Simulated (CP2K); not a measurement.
The C K edge of 2-methylthiofuran was computed by TDDFT (CP2K XAS_TDP, aug-cc-pVDZ, TDA) at these levels: PBEh(45%), PBEh(45%) + GW2X and PBEh(60%). The first three lines of C1 (bonded to S and 3 H) with a strength over 0.0015, energy in eV and strength:

```
run           first          second           third
  1  283.50 (0.039)  284.63 (0.009)  285.23 (0.020)
  2  287.64 (0.053)  289.35 (0.008)  289.82 (0.036)
  3  289.42 (0.039)  290.56 (0.009)  291.15 (0.020)
```

Which run is which?

Run 1: PBEh(45%) (45 % exact exchange). Run 2: PBEh(60%) (60 % exact exchange). Run 3: PBEh(45%) + GW2X (45 % exact exchange). Self-interaction lifts the core level, so the uncorrected lines rise with the share of exact exchange. The GW2X run keeps the spacings of its parent: 1.14 eV between the first two lines in run 3, 1.13 eV in run 1. Its shift is +5.92 eV, since the Kohn–Sham level at this share of exchange lies that far above the quasiparticle level.

[Banner, clock and machine lines of the logs are left out without a mark of their own.]

[Logs are printed without paths, hosts, clocks, repeated set-up lines and the standing remarks that a program may print on its own settings, such as how far it seeks lower states.]

[Hosts, paths, dates, database ids (printed as entryN), source tags and the programs' standing remarks are cut or masked in the printed files.]
